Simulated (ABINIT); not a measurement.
Planning a run of ABINIT 10.8.3 on PbSe (Clausthalite). The input:

```
acell 3*1.0 Angstrom
rprim 
  -0.000000000000 3.060650000000 3.060650000000
  3.060650000000 0.000000000000 3.060650000000
  3.060650000000 3.060650000000 -0.000000000000
ntypat 2
znucl 82 34
natom 2
typat 1 2
xred 
  0.000000000000 0.000000000000 0.000000000000
  0.500000000000 0.500000000000 0.500000000000
pp_dirpath "pseudos"
pseudos "Pb.upf, Se.upf"
ecut 48
ngkpt 4 4 4
nshiftk 1
shiftk 0 0 0
kptopt 1
chksymbreak 0
istwfk *1
occopt 1
irdwfk 1
optdriver 3
nband 51
ecuteps 3.6
inclvkb 0
awtr 1
symchi 1
indata_prefix "in"
outdata_prefix "out"
tmpdata_prefix "tmp"
```

```sh
OMP_NUM_THREADS=1 mpirun -n 4 abinit run.abi > log
```

**Question.** How long will it take on 4 MPI ranks of Intel Xeon Platinum 8259CL at 2.50GHz (Skylake/Cascade Lake), shared host, and how much memory?

It took 66 s; on shared hardware allow 33 s to 2.2 min. Peak host memory was 1.2 GiB.

[Paths, hosts, dates, memory and timing lines, banners, echoed tables and standing remarks are left out of the program output.]

[Logs are printed without paths, hosts, clocks, repeated set-up lines and the standing remarks that a program may print on its own settings, such as how far it seeks lower states.]

[Runs of the session that timed out or met a known fault of the program may be left out.]

[Hosts, paths, dates, database ids (printed as entryN), source tags and the programs' standing remarks are cut or masked in the printed files.]

[G0W0 gaps are taken among the corrected bands and points alone; a level outside them can change the order at an edge.]

[Where Ansatz stands beside ABINIT at settings called matched, ABINIT's density can come from a denser mesh and the files from another edition; pairs whose starting gaps differed by over 0.03 eV were left out, so agreement reads better than it is.]
